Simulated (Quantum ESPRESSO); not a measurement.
# Calculated records

### Fixed-spin-moment curve of NiO

It takes space group Fm-3m (No. 225, cubic). The conventional cell has a = 4.172 Å, b = 4.172 Å, c = 4.172 Å, α = 90.00°, β = 90.00°, γ = 90.00°. Nearest to Ni lie 6 O at 2.09 Å. Nearest to O lie 6 Ni at 2.09 Å. Farther neighbours and most contacts between anions are not listed.

```
CELL_PARAMETERS angstrom
0.00000 2.08590 2.08590
2.08590 0.00000 2.08590
2.08590 2.08590 0.00000
ATOMIC_POSITIONS crystal
Ni 0.00000 0.00000 0.00000
O 0.50000 0.50000 0.50000
```

* method: PBEsol with U = 3.6 eV on Ni d (ortho-atomic projectors); plane waves with GBRV 1.5 PBEsol potentials, no spin-orbit coupling (and 1 further level or step)
* program: Quantum ESPRESSO 7.5
* settings of one run: GBRV 1.5 PBEsol, potential files O: o_pbesol_v1.2.uspp.F.UPF, Ni: ni_pbesol_v1.4.uspp.F.UPF, cutoff 544.23 eV, 8×8×8 k-mesh, 20 bands, fermi-dirac occupations, smearing width 0.1 eV, collinear spin, SCF threshold 4.00e-9, Hubbard form dudarev, Hubbard projectors ortho-atomic, starting moments 2 0 μB
* cost: 9 runs, 70 s in all on 2 MPI ranks of Arm Neoverse V1, shared host (the runs of this entry)
* notes: The run is spin-polarised, with a total moment of 2.00 μB a cell (absolute 2.02). The cell holds one seeded atom, so opposed orders, which may lie lower, cannot form in it.
* moment of the free run: 2.00 μB a cell
* energy at zero total moment: 998 meV a cell over the lowest

At zero total moment the site moments vanish, so the 998 meV a cell is the energy of forming them, the change of the Hubbard energy included. The points show one minimum alone.

[Logs and program files are shortened in this print: banners, set-up blocks, solver, clock and traceback lines can be left out without a mark of their own.]

[Logs are printed without paths, hosts, clocks, repeated set-up lines and the standing remarks that a program may print on its own settings, such as how far it seeks lower states.]

[Hosts, paths, dates, database ids (printed as entryN), source tags and the programs' standing remarks are cut or masked in the printed files.]

[Where a cell is said to come from a database of computed structures, the database is the Materials Project.]
